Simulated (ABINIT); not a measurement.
## Ca2FeH6 (Fm-3m): a self-consistent loop beyond G0W0, cycle by cycle

How far does self-consistency move the gap of Ca2FeH6 (Fm-3m)?

Main program and level: ABINIT 10.8.3; LDA and many-body steps on it, plane waves.

This is a report of a sequence of runs, with most program output left out.

## (1) Starting point

It takes space group Fm-3m (No. 225, cubic). The conventional cell has a = 6.992 Å, b = 6.992 Å, c = 6.992 Å, α = 90.00°, β = 90.00°, γ = 90.00°. Ca has 12 H at 2.48 Å nearest. Fe has 6 H at 1.59 Å nearest. Nearest to H lie 1 Fe at 1.59 Å and 4 H at 2.25 Å and 4 Ca at 2.48 Å. Farther neighbours are not listed.

The cell and positions are those that the Materials Project relaxed with its own functionals (PBE, PBE+U or r2SCAN), kept fixed.

## (2) Empty states on the mesh, 2×2×2 mesh, 83 bands

This step: ABINIT 10.8.3; DFT, LDA, plane waves, norm-conserving pseudopotentials.

The sums over transitions need many empty states on a uniform mesh; this step solves for them.

The input, run.abi:

```
acell 3*1.0 Angstrom
rprim 
  0.000000000000 3.496077550000 3.496077550000
  3.496077550000 0.000000000000 3.496077550000
  3.496077550000 3.496077550000 0.000000000000
ntypat 3
znucl 20 26 1
natom 9
typat 1 1 2 3 3 3 3 3 3
xred 
  0.250000000000 0.250000000000 0.250000000000
  0.750000000000 0.750000000000 0.750000000000
  0.000000000000 0.000000000000 0.000000000000
  0.771967350000 0.228032650000 0.228032650000
  0.228032650000 0.771967350000 0.771967350000
  0.228032650000 0.771967350000 0.228032650000
  0.771967350000 0.228032650000 0.771967350000
  0.228032650000 0.228032650000 0.771967350000
  0.771967350000 0.771967350000 0.228032650000
pp_dirpath "pseudos"
pseudos "Ca.upf, Fe.upf, H.upf"
ecut 39
ngkpt 2 2 2
nshiftk 1
shiftk 0 0 0
kptopt 1
chksymbreak 0
iscf -2
irdden 1
istwfk *1
nband 83
nbdbuf 6
tolwfr 1e-09
nstep 60
prtvol 0
indata_prefix "in"
outdata_prefix "out"
tmpdata_prefix "tmp"
```

Run with:

```bash
$ OMP_NUM_THREADS=1 mpirun -n 4 abinit run.abi > log
```

Run time: 17 s. Hardware: 4 MPI ranks of Arm Neoverse V2, shared host; peak memory 0.33 GiB; 68 s of CPU time.

Numbers from this step:

| Quantity | Value |
| --- | --- |
| gap | 1.215 eV |
| k of the valence top | 0.5, 0.5, 0 |
| k of the conduction bottom | 0.5, 0.5, 0 |
| least direct gap | 1.215 eV |
| k points computed | 3 |
| lowest point of the top converged band, above the valence top | 34.13 eV |

On this mesh the gap is 1.215 eV.

The density comes from a self-consistent run that is not shown.

## (3) Screening, 2×2×2 mesh, 77 bands, screening to 106.1 eV

The RPA dielectric matrix is built and inverted for each q.

This step: RPA screening on LDA, plane waves, norm-conserving pseudopotentials.

Edit run.abi of step 2 so:

```diff
@@ -27,10 +27,11 @@
 chksymbreak 0
-iscf -2
-irdden 1
 istwfk *1
-nband 83
-nbdbuf 6
-tolwfr 1e-09
-nstep 60
-prtvol 0
+occopt 1
+irdwfk 1
+optdriver 3
+nband 77
+ecuteps 3.9
+inclvkb 2
+awtr 1
+symchi 1
 indata_prefix "in"
```

The job ended after 8 s (4 MPI ranks; peak memory 0.94 GiB; 32 s of CPU time).

This step gave:

* ε∞ with local fields, on this mesh, along the program's q direction: 5.057
* the same without local fields: 5.917
* plasma frequency: 26.03 eV
* plane waves in the screening matrix: 181

Local fields lower ε∞ by 15 %. On a Γ-centred mesh this coarse the value itself is usually too large, while a short band sum pulls it down.

## (4) G0W0

The self-energy is evaluated for the states that the input lists, and the levels follow from it, in one-shot runs by the linearised quasiparticle equation.

This step: G0W0 on LDA, plane waves, norm-conserving pseudopotentials.

Edit run.abi of step 3 so:

```diff
@@ -30,8 +30,17 @@
 irdwfk 1
-optdriver 3
+optdriver 4
 nband 77
+gwcalctyp 0
+ecutsigx 39
+symsigma 1
+nkptgw 2
+kptgw 
+  0.5000000000 0.5000000000 0.0000000000
+  0.0000000000 0.0000000000 0.0000000000
+bdgw 
+  20 23
+  19 23
 ecuteps 3.9
-inclvkb 2
-awtr 1
-symchi 1
+irdscr 1
+ppmodel 1
 indata_prefix "in"
```

Run time: 4.2 s. Hardware: 4 MPI ranks; peak memory 0.81 GiB; 16 s of CPU time.

This step gave:

```yaml
g0w0_gap_on_the_points_computed: 2.356 eV
starting_gap_on_the_mesh: 1.215 eV
k_of_the_valence_top: 0.5, 0.5, 0
k_of_the_conduction_bottom: 0.5, 0.5, 0
z_at_the_valence_top: 0.723
z_at_the_conduction_bottom: 0.771
least_direct_g0w0_gap_on_the_computed_points: 2.356 eV
```

The gap on the mesh goes from 1.21 eV to 2.36 eV, a correction of +1.14 eV.

## (5) evGW0, cycle 1

This step: evGW0 on LDA, plane waves, norm-conserving pseudopotentials.

Edit run.abi of step 4 so:

```diff
@@ -32,12 +32,14 @@
 nband 77
-gwcalctyp 0
+gwcalctyp 10
 ecutsigx 39
 symsigma 1
-nkptgw 2
+nkptgw 3
 kptgw 
+  0.0000000000 0.0000000000 0.0000000000
+  0.5000000000 0.0000000000 0.0000000000
   0.5000000000 0.5000000000 0.0000000000
-  0.0000000000 0.0000000000 0.0000000000
 bdgw 
-  20 23
-  19 23
+  13 27
+  13 27
+  13 27
 ecuteps 3.9
```

Wall time 10 s (4 MPI ranks); peak memory 1.3 GiB.

This step gave:

* quasiparticle gap on the points computed: 2.637 eV
* gap of the density functional on the mesh: 1.215 eV
* k of the valence top: 0.5, 0.5, 0
* k of the conduction bottom: 0.5, 0.5, 0
* Z at the valence top: 0.723
* Z at the conduction bottom: 0.771
* least direct quasiparticle gap on the computed points: 2.637 eV

Against G0W0 in ABINIT (2×2×2 mesh, 77 bands, screening to 106.1 eV, Godby-Needs plasmon pole), the gap moves by +0.281 eV. This first cycle still uses the starting levels; it takes the full correction, at all points of the mesh, and its linearised value is 2.356 eV.

## (6) evGW0, cycle 2

The corrected levels of the last cycle go back in.

Edit run.abi of step 5 so:

```diff
@@ -47,2 +47,3 @@
 ppmodel 1
+irdqps 1
 indata_prefix "in"
```

Elapsed: 10 s, on 4 MPI ranks; peak memory 1.2 GiB.

Numbers from this step:

* quasiparticle gap on the points computed: 2.455 eV
* gap of the density functional on the mesh: 1.215 eV
* k of the valence top: 0.5, 0.5, 0
* k of the conduction bottom: 0.5, 0.5, 0
* least direct quasiparticle gap on the computed points: 2.455 eV

Against the cycle before, the gap moves by −0.182 eV.

## (7) evGW0, cycle 3

run.abi is that of step 6.

It took 10 s on 4 MPI ranks; peak memory 1.2 GiB; 41 s of CPU time.

This step gave:

```
quasiparticle gap on the points computed              : 2.473 eV
gap of the density functional on the mesh             : 1.215 eV
k of the valence top                                  : 0.5, 0.5, 0
k of the conduction bottom                            : 0.5, 0.5, 0
least direct quasiparticle gap on the computed points : 2.473 eV
```

Against the cycle before, the gap moves by +0.018 eV.

## (8) evGW0, cycle 4

run.abi is that of step 7.

Run time: 10 s. Hardware: 4 MPI ranks; peak memory 1.3 GiB; 40 s of CPU time.

This step gave:

* quasiparticle gap on the points computed: 2.472 eV
* gap of the density functional on the mesh: 1.215 eV
* k of the valence top: 0.5, 0.5, 0
* k of the conduction bottom: 0.5, 0.5, 0
* least direct quasiparticle gap on the computed points: 2.472 eV

Against the cycle before, the gap moves by −0.001 eV.

## (9) Screening, 2×2×2 mesh, 77 bands, screening to 106.1 eV

This step: RPA screening on LDA, plane waves, norm-conserving pseudopotentials.

Edit run.abi of step 8 so:

```diff
@@ -30,20 +30,13 @@
 irdwfk 1
-optdriver 4
+optdriver 3
 nband 77
+ecuteps 3.9
+inclvkb 2
+awtr 1
+symchi 1
 gwcalctyp 10
-ecutsigx 39
-symsigma 1
-nkptgw 3
-kptgw 
-  0.0000000000 0.0000000000 0.0000000000
-  0.5000000000 0.0000000000 0.0000000000
-  0.5000000000 0.5000000000 0.0000000000
-bdgw 
-  13 27
-  13 27
-  13 27
-ecuteps 3.9
-irdscr 1
-ppmodel 1
-irdqps 1
+mbpt_sciss 1.408 eV
+nqptdm 1
+qptdm 
+  0 0 0
 indata_prefix "in"
```

Wall time 6.9 s (4 MPI ranks); peak memory 0.94 GiB; 27 s of CPU time.

This step gave:

```
ε∞ with local fields, on this mesh, along the program's q direction : 4.354
the same without local fields                                       : 4.977
plasma frequency                                                    : 26.03 eV
plane waves in the screening matrix                                 : 181
```

This screening uses the functional's bands under a rigid shift, the mean opening of the cycle before.

## (10) Screening, 2×2×2 mesh, 77 bands, screening to 106.1 eV

This step: RPA screening on LDA from quasiparticle energies, plane waves, norm-conserving pseudopotentials.

Edit run.abi of step 9 so:

```diff
@@ -36,7 +36,8 @@
 symchi 1
+irdqps 1
 gwcalctyp 10
-mbpt_sciss 1.408 eV
-nqptdm 1
+nqptdm 2
 qptdm 
-  0 0 0
+  0.5000000000 0.0000000000 0.0000000000
+  0.5000000000 0.5000000000 0.0000000000
 indata_prefix "in"
```

The input, mrgscr.stdin:

```
2
merged
q0_SCR
out_SCR
1
```

Run with:

```bash
$ OMP_NUM_THREADS=1 mpirun -n 4 abinit run.abi > log; mrgscr < mrgscr.stdin
```

Elapsed: 4 s, on 4 MPI ranks; peak memory 0.64 GiB; 16 s of CPU time.

Numbers from this step:

| Item | Value |
| --- | --- |
| plasma frequency | 26.03 eV |
| plane waves in the screening matrix | 181 |

This screening reads the quasiparticle levels of the cycle before.

## (11) evGW, cycle 1

This step: evGW on LDA, plane waves, norm-conserving pseudopotentials.

Edit run.abi of step 10 so:

```diff
@@ -30,14 +30,20 @@
 irdwfk 1
-optdriver 3
+optdriver 4
 nband 77
-ecuteps 3.9
-inclvkb 2
-awtr 1
-symchi 1
-irdqps 1
 gwcalctyp 10
-nqptdm 2
-qptdm 
+ecutsigx 39
+symsigma 1
+nkptgw 3
+kptgw 
+  0.0000000000 0.0000000000 0.0000000000
   0.5000000000 0.0000000000 0.0000000000
   0.5000000000 0.5000000000 0.0000000000
+bdgw 
+  13 27
+  13 27
+  13 27
+ecuteps 3.9
+irdscr 1
+ppmodel 1
+irdqps 1
 indata_prefix "in"
```

Run with:

```bash
$ OMP_NUM_THREADS=1 mpirun -n 4 abinit run.abi > log
```

Wall time 10 s (4 MPI ranks); peak memory 1.2 GiB; 41 s of CPU time.

This step gave:

| Quantity | Value |
| --- | --- |
| quasiparticle gap on the points computed | 2.749 eV |
| gap of the density functional on the mesh | 1.215 eV |
| k of the valence top | 0.5, 0.5, 0 |
| k of the conduction bottom | 0.5, 0.5, 0 |
| least direct quasiparticle gap on the computed points | 2.749 eV |

Against G0W0 in ABINIT (2×2×2 mesh, 77 bands, screening to 106.1 eV, Godby-Needs plasmon pole), the gap moves by +0.393 eV.

## (12) Screening, 2×2×2 mesh, 77 bands, screening to 106.1 eV

This step: RPA screening on LDA, plane waves, norm-conserving pseudopotentials.

Edit run.abi of step 11 so:

```diff
@@ -30,20 +30,13 @@
 irdwfk 1
-optdriver 4
+optdriver 3
 nband 77
+ecuteps 3.9
+inclvkb 2
+awtr 1
+symchi 1
 gwcalctyp 10
-ecutsigx 39
-symsigma 1
-nkptgw 3
-kptgw 
-  0.0000000000 0.0000000000 0.0000000000
-  0.5000000000 0.0000000000 0.0000000000
-  0.5000000000 0.5000000000 0.0000000000
-bdgw 
-  13 27
-  13 27
-  13 27
-ecuteps 3.9
-irdscr 1
-ppmodel 1
-irdqps 1
+mbpt_sciss 1.711 eV
+nqptdm 1
+qptdm 
+  0 0 0
 indata_prefix "in"
```

Run time: 6.8 s. Hardware: 4 MPI ranks; peak memory 0.94 GiB.

This step gave:

```
ε∞ with local fields, on this mesh, along the program's q direction : 4.238
the same without local fields                                       : 4.825
plasma frequency                                                    : 26.03 eV
plane waves in the screening matrix                                 : 181
```

This screening uses the functional's bands under a rigid shift, the mean opening of the cycle before.

## (13) Screening, 2×2×2 mesh, 77 bands, screening to 106.1 eV

This step: RPA screening on LDA from quasiparticle energies, plane waves, norm-conserving pseudopotentials.

Edit run.abi of step 12 so:

```diff
@@ -36,7 +36,8 @@
 symchi 1
+irdqps 1
 gwcalctyp 10
-mbpt_sciss 1.711 eV
-nqptdm 1
+nqptdm 2
 qptdm 
-  0 0 0
+  0.5000000000 0.0000000000 0.0000000000
+  0.5000000000 0.5000000000 0.0000000000
 indata_prefix "in"
```

mrgscr.stdin is that of step 10.

Run with:

```bash
$ OMP_NUM_THREADS=1 mpirun -n 4 abinit run.abi > log; mrgscr < mrgscr.stdin
```

The job ended after 3.9 s (4 MPI ranks; peak memory 0.7 GiB).

Numbers from this step:

```
plasma frequency                    : 26.03 eV
plane waves in the screening matrix : 181
```

This screening reads the quasiparticle levels of the cycle before.

## (14) evGW, cycle 2

This step: evGW on LDA, plane waves, norm-conserving pseudopotentials.

Edit run.abi of step 13 so:

```diff
@@ -30,14 +30,20 @@
 irdwfk 1
-optdriver 3
+optdriver 4
 nband 77
-ecuteps 3.9
-inclvkb 2
-awtr 1
-symchi 1
-irdqps 1
 gwcalctyp 10
-nqptdm 2
-qptdm 
+ecutsigx 39
+symsigma 1
+nkptgw 3
+kptgw 
+  0.0000000000 0.0000000000 0.0000000000
   0.5000000000 0.0000000000 0.0000000000
   0.5000000000 0.5000000000 0.0000000000
+bdgw 
+  13 27
+  13 27
+  13 27
+ecuteps 3.9
+irdscr 1
+ppmodel 1
+irdqps 1
 indata_prefix "in"
```

Run with:

```bash
$ OMP_NUM_THREADS=1 mpirun -n 4 abinit run.abi > log
```

Elapsed: 10 s, on 4 MPI ranks; peak memory 1.2 GiB; 41 s of CPU time.

Numbers from this step:

- quasiparticle gap on the points computed: 2.782 eV
- gap of the density functional on the mesh: 1.215 eV
- k of the valence top: 0.5, 0.5, 0
- k of the conduction bottom: 0.5, 0.5, 0
- least direct quasiparticle gap on the computed points: 2.782 eV

Against the cycle before, the gap moves by +0.033 eV.

## (15) Screening, 2×2×2 mesh, 77 bands, screening to 106.1 eV

This step: RPA screening on LDA, plane waves, norm-conserving pseudopotentials.

Edit run.abi of step 14 so:

```diff
@@ -30,20 +30,13 @@
 irdwfk 1
-optdriver 4
+optdriver 3
 nband 77
+ecuteps 3.9
+inclvkb 2
+awtr 1
+symchi 1
 gwcalctyp 10
-ecutsigx 39
-symsigma 1
-nkptgw 3
-kptgw 
-  0.0000000000 0.0000000000 0.0000000000
-  0.5000000000 0.0000000000 0.0000000000
-  0.5000000000 0.5000000000 0.0000000000
-bdgw 
-  13 27
-  13 27
-  13 27
-ecuteps 3.9
-irdscr 1
-ppmodel 1
-irdqps 1
+mbpt_sciss 1.746 eV
+nqptdm 1
+qptdm 
+  0 0 0
 indata_prefix "in"
```

It took 6.9 s on 4 MPI ranks; peak memory 0.94 GiB.

This step gave:

```
ε∞ with local fields, on this mesh, along the program's q direction : 4.225
the same without local fields                                       : 4.808
plasma frequency                                                    : 26.03 eV
plane waves in the screening matrix                                 : 181
```

This screening uses the functional's bands under a rigid shift, the mean opening of the cycle before.

## (16) Screening, 2×2×2 mesh, 77 bands, screening to 106.1 eV

This step: RPA screening on LDA from quasiparticle energies, plane waves, norm-conserving pseudopotentials.

Edit run.abi of step 15 so:

```diff
@@ -36,7 +36,8 @@
 symchi 1
+irdqps 1
 gwcalctyp 10
-mbpt_sciss 1.746 eV
-nqptdm 1
+nqptdm 2
 qptdm 
-  0 0 0
+  0.5000000000 0.0000000000 0.0000000000
+  0.5000000000 0.5000000000 0.0000000000
 indata_prefix "in"
```

mrgscr.stdin is that of step 13.

Run with:

```bash
$ OMP_NUM_THREADS=1 mpirun -n 4 abinit run.abi > log; mrgscr < mrgscr.stdin
```

It took 4 s on 4 MPI ranks; peak memory 0.7 GiB; 16 s of CPU time.

Numbers from this step:

```yaml
plasma_frequency: 26.03 eV
plane_waves_in_the_screening_matrix: 181
```

This screening reads the quasiparticle levels of the cycle before.

## (17) evGW, cycle 3

This step: evGW on LDA, plane waves, norm-conserving pseudopotentials.

Edit run.abi of step 16 so:

```diff
@@ -30,14 +30,20 @@
 irdwfk 1
-optdriver 3
+optdriver 4
 nband 77
-ecuteps 3.9
-inclvkb 2
-awtr 1
-symchi 1
-irdqps 1
 gwcalctyp 10
-nqptdm 2
-qptdm 
+ecutsigx 39
+symsigma 1
+nkptgw 3
+kptgw 
+  0.0000000000 0.0000000000 0.0000000000
   0.5000000000 0.0000000000 0.0000000000
   0.5000000000 0.5000000000 0.0000000000
+bdgw 
+  13 27
+  13 27
+  13 27
+ecuteps 3.9
+irdscr 1
+ppmodel 1
+irdqps 1
 indata_prefix "in"
```

Run with:

```bash
$ OMP_NUM_THREADS=1 mpirun -n 4 abinit run.abi > log
```

Elapsed: 10 s, on 4 MPI ranks; peak memory 1.2 GiB; 41 s of CPU time.

This step gave:

| Item | Value |
| --- | --- |
| quasiparticle gap on the points computed | 2.785 eV |
| gap of the density functional on the mesh | 1.215 eV |
| k of the valence top | 0.5, 0.5, 0 |
| k of the conduction bottom | 0.5, 0.5, 0 |
| least direct quasiparticle gap on the computed points | 2.785 eV |

Against the cycle before, the gap moves by +0.003 eV.

## (18) Side by side

Times are wall times on 4 MPI ranks of Arm Neoverse V2, shared host, good to a factor of about two. A run's time includes the screening step that it read.

```tsv
run	mesh	bands	screening cutoff (eV)	DFT gap (eV)	gap on the mesh (eV)	direct (eV)	ε∞ used	time
G0W0	2×2×2	77	106.1	1.215	2.356	2.356	5.06	12 s
evGW0, cycle 1	2×2×2	77	106.1	1.215	2.637	2.637	5.06	18 s
evGW0, cycle 2	2×2×2	77	106.1	1.215	2.455	2.455	5.06	18 s
evGW0, cycle 3	2×2×2	77	106.1	1.215	2.473	2.473	5.06	18 s
evGW0, cycle 4	2×2×2	77	106.1	1.215	2.472	2.472	5.06	18 s
evGW, cycle 1	2×2×2	77	106.1	1.215	2.749	2.749	4.35	21 s
evGW, cycle 2	2×2×2	77	106.1	1.215	2.782	2.782	4.24	21 s
evGW, cycle 3	2×2×2	77	106.1	1.215	2.785	2.785	4.23	21 s
```

## (19) Outcome

```yaml
g0w0: 2.356 eV
evgw0_cycle_1: 2.637 eV
evgw0_cycle_2: 2.455 eV
evgw0_cycle_3: 2.473 eV
evgw0_cycle_4: 2.472 eV
evgw_cycle_1: 2.749 eV
evgw_cycle_2: 2.782 eV
evgw_cycle_3: 2.785 eV
known_limits: not at the basis limit; no spin polarisation; d states lean on the start; coarse k mesh
```

What this shows: Only the bands that the input lists are updated; the others, empty or deep, keep the functional's energies or take a rigid shift. The evGW loop starts from the last levels of evGW0, so its cycles and time come on top of those. evGW0 ends at 2.47 eV, +0.12 eV from G0W0, after 4 cycles that took 41 s beside the first screening; the last moved the gap by 0.001 eV. evGW ends at 2.79 eV, +0.43 eV from G0W0, after 3 cycles that took 63 s beside the first screening; the last moved the gap by 0.003 eV. The first cycle of evGW0 takes the full correction, without the factor Z, so it overshoots the one-shot value. Bands and cutoff are finite, so the gap is not at the basis limit. The miss can reach some tenths of an eV and take either sign; the mesh is an error of its own. In the G0W0 runs levels were corrected at 2 k points alone, so a gap called «on the mesh» is the least over those, and an edge elsewhere would be missed. The 2×2×2 mesh is coarse for this cell, which bears on the long-range parts of exchange and screening. In the updated screening the q = 0 part is built from Kohn-Sham bands under a rigid shift, the other q from the quasiparticle levels. The runs have no spin polarisation. For a closed low-spin shell that is the natural state; where a d or f shell is open it is a constraint, and the gap is then not the crystal's own. With d states at the gap, one-shot GW leans hard on its start.

[Paths, hosts, dates, memory and timing lines, banners, echoed tables and standing remarks are left out of the program output.]

[Logs are printed without paths, hosts, clocks, repeated set-up lines and the standing remarks that a program may print on its own settings, such as how far it seeks lower states.]

[Runs of the session that timed out or met a known fault of the program may be left out.]

[Hosts, paths, dates, database ids (printed as entryN), source tags and the programs' standing remarks are cut or masked in the printed files.]

[G0W0 gaps are taken among the corrected bands and points alone; a level outside them can change the order at an edge.]

[Where Ansatz stands beside ABINIT at settings called matched, ABINIT's density can come from a denser mesh and the files from another edition; pairs whose starting gaps differed by over 0.03 eV were left out, so agreement reads better than it is.]
